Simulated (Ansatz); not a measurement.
# W wire of staggered 5-rings: bands by functional and under strain

What gap, if any, does the W wire of staggered 5-rings have, and how does it change with the functional and under strain?

Program: Ansatz 0.2.0. Level of theory: DFT PBE, plane waves, PAW; relaxation of a wire's period, in the first sound run; inputs show where later runs differ. Results are calculated unless marked as measured.

## Step 1: The structure

The cell holds 10 atoms: 10 W. Its edges and angles: a = 11.377 Å, b = 11.153 Å, c = 4.502 Å, α = 90.0°, β = 90.0°, γ = 90.0°. Vacuum lies along a and b. The structure's axis is c.

## Step 2: Relaxation of atoms and period

Band widths follow the bond lengths, so the wire is relaxed first. The atoms and the third cell vector are free; the box across stays fixed as vacuum. Moments are seeded so that a magnetic state can form if it lies lower. A Fermi-Dirac smearing is set since the result may be a metal. The pressure printed is a third of the stress's trace over the whole box, vacuum included; only the stress along the axis is relaxed.

input.yaml

```yaml
crystal:
  lattice:
    - [11.377, 0.0, 0.0]
    - [0.0, 11.153, 0.0]
    - [0.0, 0.0, 4.5022928692]
  atoms:
    - { symbol: W, position: [0.33726651, 0.620619757, 0.0], spin: 1.6 }
    - { symbol: W, position: [0.33726651, 0.379393672, 0.0], spin: 1.6 }
    - { symbol: W, position: [0.562169142, 0.695162716, 0.0], spin: 1.6 }
    - { symbol: W, position: [0.562169142, 0.304850713, 0.0], spin: 1.6 }
    - { symbol: W, position: [0.701166612, 0.500006715, 0.0], spin: 1.6 }
    - { symbol: W, position: [0.298848554, 0.500006715, 0.5], spin: 1.6 }
    - { symbol: W, position: [0.437846025, 0.695162716, 0.5], spin: 1.6 }
    - { symbol: W, position: [0.437846025, 0.304850713, 0.5], spin: 1.6 }
    - { symbol: W, position: [0.662748656, 0.620619757, 0.5], spin: 1.6 }
    - { symbol: W, position: [0.662748656, 0.379393672, 0.5], spin: 1.6 }
magnetization:
  spin_polarized: true
kpoints:
  mp_grid: { grid: [1, 1, 18] }
scf:
  occupations: { method: fermi_dirac, width: 0.05 }
hamiltonian:
  xc: pbe
relax:
  cell: { fix: [a, b, alpha, beta, gamma] }
  max_steps: 60
```

On the command line:

```bash
$ ansatz run input.yaml --threads 8 --pin off --max-ram 16384MiB --backend cpu --events-out ev --progress --plain --runs-dir out
```

Numbers of over 12 decimals in the logs are rounded to 6 here.

Output:

```text
Engine: ansatz 0.2.0, aarch64-unknown-linux-gnu
Pseudopotentials: kind: paw
Pseudopotential: W, paw, valence charge 14, recommended cutoff 420 eV (normal), W.paw.azcp
Functional definition: PBE
  parameter kappa = 0.804
  parameter beta = 0.066725
  exchange = pbe_x(kappa = kappa, mu = beta*pi^2/3)
  correlation = pbe_c(beta = beta)
Crystal: 10 atoms, lattice volume = 571.286 Å³
Basis set: ecut = 420 eV, 11181 PW (Γ), exchange–correlation on 160×150×64 points (8 copies of the dense FFT grid, shifted against one another)
Bands: 94, of which v1, the nominal top of the filled ones, is band 70 counted from 1 (69 counted from 0)
Symmetry: 8 space group operations
Space group: Pmma (ITA 51), of the structure as read, at distance tolerance 8.3e-5 Å
Magnetic group: BNS 51.289 (UNI 387), of the structure as read, at distance tolerance 8.3e-5 Å
k-points: 10 of 18
Non-local potential: W, projectors of the file, l = 0: 3, l = 1: 2, l = 2: 2, l = 3: 1
PAW form: soft (Blöchl's): semilocal exchange-correlation on the pseudo side does not see the compensation charge
PAW one-centre angular grid: W, 590 points (default); XC on 64 Gauss nodes
Initial density: superposition of atomic densities (neutral atoms: chi_scale 0, normalization atom)
Starting moments: Σ|m| = 16 μB on 10 of 10 sites
Initial wavefunctions: pseudopotential atomic-orbital guess
Functional: x = pbe(κ = 0.804, μ = 0.219515), c = pbe(β = 0.066725)
SCF iter   1: F=—  HF=-103823.681830 eV  |F-HF|=—  |Δ(HF+E_count)|=         —  Δρ=2.83e-2 (↑2.58e-2 ↓2.83e-2)  dr2=4.08e1  dr2_m=1.61e0  M=8.260 μB ∫|m|=8.282 μB  β_m=0.30  ethr=3.10e-3  ⟨swp⟩=8.3  Hψ=7866  notcnv=0
Mixer restart at iter 1: flushing history
preconditioner: auto → LDOS  [metal: Δε(μ)=0.053 eV  Ē_g=4.931 eV  σ=0.050 eV  W_gap=0.26  n_scr=94 (ndim 8)  ℏωp=12.0 eV  f_vac=0.514  D(μ)=12.15/eV (n_scr^D=78)]
spin=Collinear: LDOS preconditioning applied to the charge; magnetization (m = ρ↑ − ρ↓) channel mixes plain (no charge-response kernel on spin).
SCF iter   2: F=—  HF=-103820.195936 eV  |F-HF|=—  |Δ(HF+E_count)|=    3.49e0  Δρ=1.87e-2 (↑1.71e-2 ↓1.87e-2)  dr2=9.09e0  dr2_m=9.26e-1  M=8.064 μB ∫|m|=8.077 μB  β_m=0.44  ethr=3.10e-3  ⟨swp⟩=3.4  Hψ=3848  notcnv=0  defer=158
SCF iter   3: F=—  HF=-103821.342858 eV  |F-HF|=—  |Δ(HF+E_count)|=    1.15e0  Δρ=9.22e-3 (↑9.22e-3 ↓8.48e-3)  dr2=4.33e-1  dr2_m=3.18e-1  M=6.558 μB ∫|m|=6.579 μB  β_m=0.60  ethr=3.10e-3  ⟨swp⟩=2.6  Hψ=2929  notcnv=0  defer=158
SCF iter   4: F=—  HF=-103822.544524 eV  |F-HF|=—  |Δ(HF+E_count)|=    1.20e0  Δρ=3.83e-3 (↑3.83e-3 ↓3.63e-3)  dr2=3.75e-2  dr2_m=6.28e-2  M=4.848 μB ∫|m|=4.885 μB  β_m=0.77  ethr=3.09e-4  ⟨swp⟩=3.4  Hψ=3602  notcnv=0  defer=160
SCF iter   5: F=—  HF=-103822.843314 eV  |F-HF|=—  |Δ(HF+E_count)|=         —  Δρ=1.62e-3 (↑1.55e-3 ↓1.62e-3)  dr2=3.38e-3  dr2_m=1.22e-2  M=3.103 μB ∫|m|=3.152 μB  β_m=0.77  ethr=2.68e-5  ⟨swp⟩=3.1  Hψ=3632  notcnv=0  defer=150
SCF iter   6: F=—  HF=-103822.863102 eV  |F-HF|=—  |Δ(HF+E_count)|=   1.98e-2  Δρ=8.06e-4 (↑7.00e-4 ↓8.06e-4)  dr2=1.02e-3  dr2_m=2.48e-3  M=2.610 μB ∫|m|=2.649 μB  β_m=0.89  ethr=2.42e-6  ⟨swp⟩=3.2  Hψ=3773  notcnv=0  defer=150
SCF iter   7: F=—  HF=-103822.879997 eV  |F-HF|=—  |Δ(HF+E_count)|=   1.69e-2  Δρ=6.07e-4 (↑5.89e-4 ↓6.07e-4)  dr2=8.36e-4  dr2_m=1.79e-3  M=2.082 μB ∫|m|=2.106 μB  β_m=0.94  ethr=7.28e-7  ⟨swp⟩=3.0  Hψ=3886  notcnv=0  defer=150
SCF iter   8: F=—  HF=-103822.888982 eV  |F-HF|=—  |Δ(HF+E_count)|=   8.98e-3  Δρ=3.10e-4 (↑3.10e-4 ↓2.90e-4)  dr2=4.61e-4  dr2_m=4.20e-4  M=1.459 μB ∫|m|=1.474 μB  β_m=0.94  ethr=5.97e-7  ⟨swp⟩=3.0  Hψ=3987  notcnv=0  defer=150
SCF iter   9: F=—  HF=-103822.893121 eV  |F-HF|=—  |Δ(HF+E_count)|=   4.14e-3  Δρ=1.83e-4 (↑1.83e-4 ↓1.59e-4)  dr2=3.01e-4  dr2_m=1.16e-4  M=0.855 μB ∫|m|=0.863 μB  β_m=0.97  ethr=3.29e-7  ⟨swp⟩=3.0  Hψ=4026  notcnv=0  defer=150
SCF iter  10: F=—  HF=-103822.894391 eV  |F-HF|=—  |Δ(HF+E_count)|=   1.27e-3  Δρ=1.01e-4 (↑1.01e-4 ↓8.35e-5)  dr2=9.85e-5  dr2_m=3.33e-5  M=0.460 μB ∫|m|=0.464 μB  β_m=0.99  ethr=2.15e-7  ⟨swp⟩=3.0  Hψ=3816  notcnv=0  defer=150
SCF iter  11: F=—  HF=-103822.894830 eV  |F-HF|=—  |Δ(HF+E_count)|=   4.39e-4  Δρ=8.45e-5 (↑8.45e-5 ↓6.44e-5)  dr2=7.35e-5  dr2_m=2.28e-5  M=0.061 μB ∫|m|=0.062 μB  β_m=0.87  ethr=7.04e-8  ⟨swp⟩=3.8  Hψ=4131  notcnv=0  defer=150
SCF iter  12: F=—  HF=-103822.894813 eV  |F-HF|=—  |Δ(HF+E_count)|=   1.66e-5  Δρ=3.91e-5 (↑3.91e-5 ↓3.35e-5)  dr2=3.07e-6  dr2_m=6.49e-6  M=0.100 μB ∫|m|=0.101 μB  β_m=0.94  ethr=5.25e-8  ⟨swp⟩=3.3  Hψ=3796  notcnv=0  defer=150
SCF iter  13: F=—  HF=-103822.894829 eV  |F-HF|=—  |Δ(HF+E_count)|=   1.56e-5  Δρ=1.56e-5 (↑1.56e-5 ↓1.39e-5)  dr2=3.80e-7  dr2_m=1.11e-6  M=0.063 μB ∫|m|=0.064 μB  β_m=0.97  ethr=2.19e-9  ⟨swp⟩=3.0  Hψ=3777  notcnv=0  defer=150
SCF iter  14: F=—  HF=-103822.894837 eV  |F-HF|=—  |Δ(HF+E_count)|=   8.14e-6  Δρ=8.42e-6 (↑8.10e-6 ↓8.42e-6)  dr2=1.11e-7  dr2_m=3.43e-7  M=0.035 μB ∫|m|=0.036 μB  β_m=0.98  ethr=2.71e-10  ⟨swp⟩=4.0  Hψ=4260  notcnv=0  defer=150
SCF iter  15: F=—  HF=-103822.894841 eV  |F-HF|=—  |Δ(HF+E_count)|=   3.45e-6  Δρ=2.56e-6 (↑2.56e-6 ↓2.28e-6)  dr2=4.63e-8  dr2_m=2.05e-8  M=-0.005 μB ∫|m|=0.005 μB  β_m=0.99  ethr=7.89e-11  ⟨swp⟩=5.0  Hψ=5558  notcnv=0  defer=150
SCF iter  16: F=—  HF=-103822.894841 eV  |F-HF|=—  |Δ(HF+E_count)|=   3.81e-8  Δρ=1.46e-6 (↑1.35e-6 ↓1.46e-6)  dr2=3.32e-8  dr2_m=5.99e-9  M=-0.006 μB ∫|m|=0.007 μB  β_m=0.87  ethr=3.31e-11  ⟨swp⟩=3.1  Hψ=3880  notcnv=0  defer=150
SCF iter  17: F=—  HF=-103822.894841 eV  |F-HF|=—  |Δ(HF+E_count)|=   4.89e-8  Δρ=7.68e-7 (↑7.68e-7 ↓6.82e-7)  dr2=5.25e-9  dr2_m=2.15e-9  M=-0.004 μB ∫|m|=0.004 μB  β_m=0.84  ethr=2.37e-11  ⟨swp⟩=3.0  Hψ=3683  notcnv=0  defer=150
SCF iter  18: F=—  HF=-103822.894841 eV  |F-HF|=—  |Δ(HF+E_count)|=   3.45e-8  Δρ=3.97e-7 (↑3.36e-7 ↓3.97e-7)  dr2=2.67e-9  dr2_m=4.42e-10  M=-0.001 μB ∫|m|=0.001 μB  β_m=0.76  ethr=3.75e-12  ⟨swp⟩=4.0  Hψ=4268  notcnv=0  defer=150
SCF iter  19: F=-103822.894841 eV  HF=-103822.894841 eV  |F-HF|=1.02e-10  |Δ(HF+E_count)|=   3.25e-9  Δρ=1.77e-7 (↑1.77e-7 ↓1.45e-7)  dr2=4.31e-10  dr2_m=7.46e-11  M=-0.000 μB ∫|m|=0.000 μB  ethr=1.90e-12  ⟨swp⟩=1.0  Hψ=6253  notcnv=0
[...]
relax step   9: F+E_penalty+E_count = -103823.13254096 eV  Δ(F+E_penalty+E_count) = -1.656e-4 eV  max|allowed force component| = 1.004e-2 eV/Å  Δτ_max = 0.0110 Å  P = -0.066 GPa  Ω = 577.257 Å³  energy of the carried Pulay correction = -6.427e-4 eV  fix = [a, b, alpha, beta, gamma]  reactions: a -0.090, b -0.124 GPa  (10 SCF iters, dr2 threshold 1.37e-8 eV, accepted)
relax step  10: F+E_penalty+E_count = -103823.13255863 eV  Δ(F+E_penalty+E_count) = -1.767e-5 eV  max|allowed force component| = 1.207e-3 eV/Å  Δτ_max = 0.0023 Å  P = -0.073 GPa  Ω = 577.376 Å³  energy of the carried Pulay correction = -6.555e-4 eV  fix = [a, b, alpha, beta, gamma]  reactions: a -0.086, b -0.131 GPa  (9 SCF iters, dr2 threshold 6.30e-9 eV, accepted)
Initial wavefunctions: pseudopotential atomic-orbital guess (no wavefunctions were taken with the density)
iter 1 solved again at ethr=1.28e-6 eV; its pass at ethr=3.10e-3 eV (dr2=1.79e-3 eV) is discarded
SCF iter   1: F=—  HF=-103823.131406 eV  |F-HF|=—  |Δ(HF+E_count)|=         —  Δρ=2.83e-5 (↑2.83e-5 ↓2.83e-5)  dr2=1.52e-6  dr2_m=1.00e-10  M=-0.000 μB ∫|m|=0.000 μB  β_m=0.65  ethr=1.28e-6  ⟨swp⟩=4.9  Hψ=13538  notcnv=0
eigensolver tolerance schedule: the retry pair's looser diagonalisation over-reported the residual by 1174.99 of it (diagonalisation noise at 0.94 of the residual, at the tolerance the schedule requests for it); recorded, not acted on — ethr = c·dr2/N_el stays at c = 1.0e-1
preconditioner: auto → LDOS  [metal: Δε(μ)=0.024 eV  Ē_g=4.204 eV  σ=0.050 eV  W_gap=0.12  n_scr=42 (ndim 8)  ℏωp=12.0 eV  f_vac=0.541  D(μ)=20.72/eV (n_scr^D=158)]
spin=Collinear: LDOS preconditioning applied to the charge; magnetization (m = ρ↑ − ρ↓) channel mixes plain (no charge-response kernel on spin).
SCF iter   2: F=—  HF=-103823.132814 eV  |F-HF|=—  |Δ(HF+E_count)|=   1.41e-3  Δρ=9.90e-6 (↑9.90e-6 ↓9.89e-6)  dr2=1.44e-7  dr2_m=7.28e-11  M=-0.000 μB ∫|m|=0.000 μB  β_m=0.50  ethr=1.08e-9  ⟨swp⟩=4.3  Hψ=4399  notcnv=0
SCF iter   3: F=—  HF=-103823.133080 eV  |F-HF|=—  |Δ(HF+E_count)|=   2.65e-4  Δρ=5.02e-6 (↑5.02e-6 ↓5.02e-6)  dr2=7.42e-8  dr2_m=5.75e-11  M=-0.000 μB ∫|m|=0.000 μB  β_m=0.75  ethr=1.03e-10  ⟨swp⟩=4.1  Hψ=3456  notcnv=0
SCF iter   4: F=—  HF=-103823.133203 eV  |F-HF|=—  |Δ(HF+E_count)|=   1.24e-4  Δρ=5.79e-7 (↑5.79e-7 ↓5.65e-7)  dr2=1.16e-8  dr2_m=3.07e-11  M=-0.000 μB ∫|m|=0.000 μB  β_m=0.79  ethr=5.30e-11  ⟨swp⟩=4.1  Hψ=3428  notcnv=0
SCF iter   5: F=—  HF=-103823.133205 eV  |F-HF|=—  |Δ(HF+E_count)|=   1.34e-6  Δρ=1.85e-7 (↑1.85e-7 ↓1.57e-7)  dr2=1.58e-9  dr2_m=2.30e-11  M=-0.000 μB ∫|m|=0.000 μB  β_m=0.76  ethr=8.26e-12  ⟨swp⟩=3.5  Hψ=2825  notcnv=0
SCF iter   6: F=—  HF=-103823.133211 eV  |F-HF|=—  |Δ(HF+E_count)|=   6.56e-6  Δρ=1.44e-7 (↑1.36e-7 ↓1.44e-7)  dr2=1.11e-9  dr2_m=1.73e-11  M=-0.000 μB ∫|m|=0.000 μB  β_m=0.82  ethr=1.13e-12  ⟨swp⟩=5.0  Hψ=4675  notcnv=0
SCF iter   7: F=—  HF=-103823.133211 eV  |F-HF|=—  |Δ(HF+E_count)|=   2.00e-8  Δρ=9.74e-8 (↑8.82e-8 ↓9.74e-8)  dr2=5.23e-10  dr2_m=1.34e-11  M=-0.000 μB ∫|m|=0.000 μB  β_m=0.91  ethr=1.00e-12  ⟨swp⟩=3.0  Hψ=2690  notcnv=0
SCF iter   8: F=-103823.133211 eV  HF=-103823.133211 eV  |F-HF|=2.91e-11  |Δ(HF+E_count)|=   9.36e-9  Δρ=3.72e-8 (↑3.69e-8 ↓3.72e-8)  dr2=2.06e-11  dr2_m=5.73e-12  M=-0.000 μB ∫|m|=0.000 μB  ethr=1.00e-12  ⟨swp⟩=3.4  Hψ=6762  notcnv=0
the starting moments were not kept: the SCF closed with an absolute magnetisation of 1.4e-4 μB, where they sum to 16 μB in size (10 sites). That is at most 0.1 of that sum.
SCF 11 converged in 8 iterations: F = -103823.133211 eV  dr2 = 2.06e-11
relax step  11: F+E_penalty+E_count = -103823.13321137 eV  Δ(F+E_penalty+E_count) = -6.527e-4 eV  max|allowed force component| = 1.144e-3 eV/Å  Δτ_max = 0.0000 Å  P = -0.073 GPa  Ω = 577.376 Å³  fix = [a, b, alpha, beta, gamma]  reactions: a -0.086, b -0.131 GPa  stress off target by 1.67e-3 GPa on what of the cell is left free  SCF on the basis re-selected at this cell (its energy is not comparable with the rows above)  (8 SCF iters)
basis re-selected at this cell: Δ(F+E_penalty+E_count) = -6.527e-4 eV, ΔP = +0.000 GPa vs the last step (what re-selecting the basis moved, of the pressure what is left beyond the Pulay correction that the steps carried, after the strain that the cell walked since its last selection, with what the two solves' SCF thresholds leave and, on support functions, any second-order correction that the steps lacked; it is no m [...]
SCF converged after 8 iterations
Magnetization: -0.0001 μB (69.9999 up, 70.0001 down)
Absolute magnetization: 0.0001 μB (∫|ρ↑−ρ↓|, with the PAW one-centre terms)
Spin contamination: 0.0000 ħ² per cell (⟨S²⟩ above its minimum at these occupations)
Per-site moments (μB) at R_I (Å): [(-6.797100517513237e-6, 1.080261), (-6.797100517747554e-6, 1.080261), (-5.887388354778234e-6, 1.067102), (-5.887388355008342e-6, 1.067102), (-3.4502376363993567e-6, 1.067102), (-3.4502376365110567e-6, 1.067102), (-5.887388354690529e-6, 1.067102), (-5.887388354987429e-6, 1.067102), (-6.7971005175113536e-6, 1.080261), (-6.797100517585048e-6, 1.080261)]
Free energy (F): -103823.133211 eV
Harris-Foulkes:  -103823.133211 eV  (|F-HF|=2.91e-11)
Internal energy: -103822.967613 eV  (E = F + TS)
E sigma→0 (E₀):  -103823.050412 eV
Entropy (-TS):   -0.165598 eV (-16.560 meV/atom)
Fermi energy:    3.262943 eV
--- Per-component energies (eV) ---
  E_band       = -3443.558494
  E_kinetic    = 4469.883504
  E_local      = -45803.936539  (includes V_loc(G=0)·N_el)
  E_nonlocal   = 36.100828
  E_hartree    = 20729.432855
  E_xc         = -2642.272537
  E_vxc        = -2352.110265  (∫ρ·V_xc dr)
  E_paw        = -85629.122653  (= ΣΔE_a)
  E_vpaw       = -1252.361011  (= ΣTr[D̂ρ^β])
  E_aug_tail   = -0.000576  (compensation charges beyond the density's cutoff)
  E_ewald      = 5016.947505
  E_smearing   = -0.165598  (= −TS)
  E_closure    = -0.000000  (closes the sum)
  Σ components = -103823.133211   (vs F -103823.133211, Δ=0.00e0)
--- Forces (eV/Å), atoms counted from 1 ---
  atom   1  W     -0.00004871     0.00063699    -0.00000000
  atom   2  W     -0.00004871    -0.00063699     0.00000000
  atom   3  W      0.00019278     0.00031516    -0.00000000
  atom   4  W      0.00019278    -0.00031516     0.00000000
  atom   5  W      0.00114405    -0.00000000    -0.00000000
  atom   6  W     -0.00114405     0.00000000     0.00000000
  atom   7  W     -0.00019278     0.00031516    -0.00000000
  atom   8  W     -0.00019278    -0.00031516     0.00000000
  atom   9  W      0.00004871     0.00063699    -0.00000000
  atom  10  W      0.00004871    -0.00063699     0.00000000
  max |Σ_I F_I| component: 1.63e-19 eV/Å
--- Stress (GPa, compression-positive) ---
       -0.085718       0.000000       0.000000
        0.000000      -0.130677       0.000000
        0.000000       0.000000      -0.001671
  P = ⅓ Tr σ = -0.0727 GPa (-0.727 kbar)
--- Relaxed structure (10 steps of the walk, 9 accepted, 1 SCFs on fresh bases) ---
  F+E_penalty+E_count = -103823.13321137 eV   max|allowed force component| = 1.144e-3 eV/Å   (the final SCF, on the basis selected at the relaxed cell)
  cell:  # Å, volume = 577.3759 Å³
    - [11.377, 0, 0]
    - [0, 11.153, 0]
    - [0, 0, 4.550291]
  atoms:
    - { symbol: W, position: [0.338918, 0.618543, 0] }
    - { symbol: W, position: [0.338918, 0.381471, 0] }
    - { symbol: W, position: [0.557966, 0.690697, 0] }
    - { symbol: W, position: [0.557966, 0.309316, 0] }
    - { symbol: W, position: [0.687415, 0.500007, 0] }
    - { symbol: W, position: [0.312600, 0.500007, 0.5] }
    - { symbol: W, position: [0.442049, 0.690697, 0.5] }
    - { symbol: W, position: [0.442049, 0.309316, 0.5] }
    - { symbol: W, position: [0.661097, 0.618543, 0.5] }
    - { symbol: W, position: [0.661097, 0.381471, 0.5] }
```

Wall time 3.5 min (8 threads of Arm Neoverse V2, shared host); peak memory 2.6 GiB; 27 min of CPU time.

Relaxation path:

```
step  energy less that of the first step (eV)  largest force component (eV/Å)  pressure (GPa)  volume (Å³)
   1                                   0.0000                          0.7411           -2.07       571.29
   2                                   0.8550                          1.9279            6.19       571.46
   3                                  -0.2057                          0.2049           -0.29       573.35
   4                                  -0.2294                          0.0708            0.22       576.75
   5                                  -0.2340                          0.0584            0.07       578.34
   6                                  -0.2361                          0.0250           -0.13       579.21
   7                                  -0.2367                          0.0179           -0.13       578.84
   8                                  -0.2375                          0.0148           -0.07       577.46
   9                                  -0.2377                          0.0100           -0.07       577.26
  10                                  -0.2377                          0.0012           -0.07       577.38
 11*                                  -0.2384                          0.0011           -0.07       577.38
```

Relaxation steps marked * repeat the geometry before them on a plane-wave basis chosen anew for their cell, so energy and pressure can jump there. Relaxation step 2 was tried and not accepted.

The run keeps the 8 symmetry operations that it works with, so distortions that break them were not tested.

```
cell as run  before  after  change
      c (Å)   4.502  4.550  +1.1 %
```

The atoms that moved most (Å, along periodic axes as changes of fractional coordinates times the final cell, across vacuum about the mean position):

```csv
atom,dx,dy,dz,length
W6,0.156,0.000,0.000,0.156
W5,-0.156,0.000,0.000,0.156
W4,-0.048,0.050,0.000,0.069
W3,-0.048,-0.050,0.000,0.069
W8,0.048,0.050,0.000,0.069
W7,0.048,-0.050,0.000,0.069
W2,0.019,0.023,0.000,0.030
W1,0.019,-0.023,0.000,0.030
```

This step gave:

```
energy at zero smearing    : -103823.0504 eV
cell length along the wire : 4.550 Å
```

The cell's length comes to 4.550 Å with no moment.

(Part 1 of 4 ends here.)

[Logs are printed without paths, hosts, clocks, repeated set-up lines and the standing remarks that a program may print on its own settings, such as how far it seeks lower states.]

[Hosts, paths, dates, database ids (printed as entryN), source tags and the programs' standing remarks are cut or masked in the printed files.]
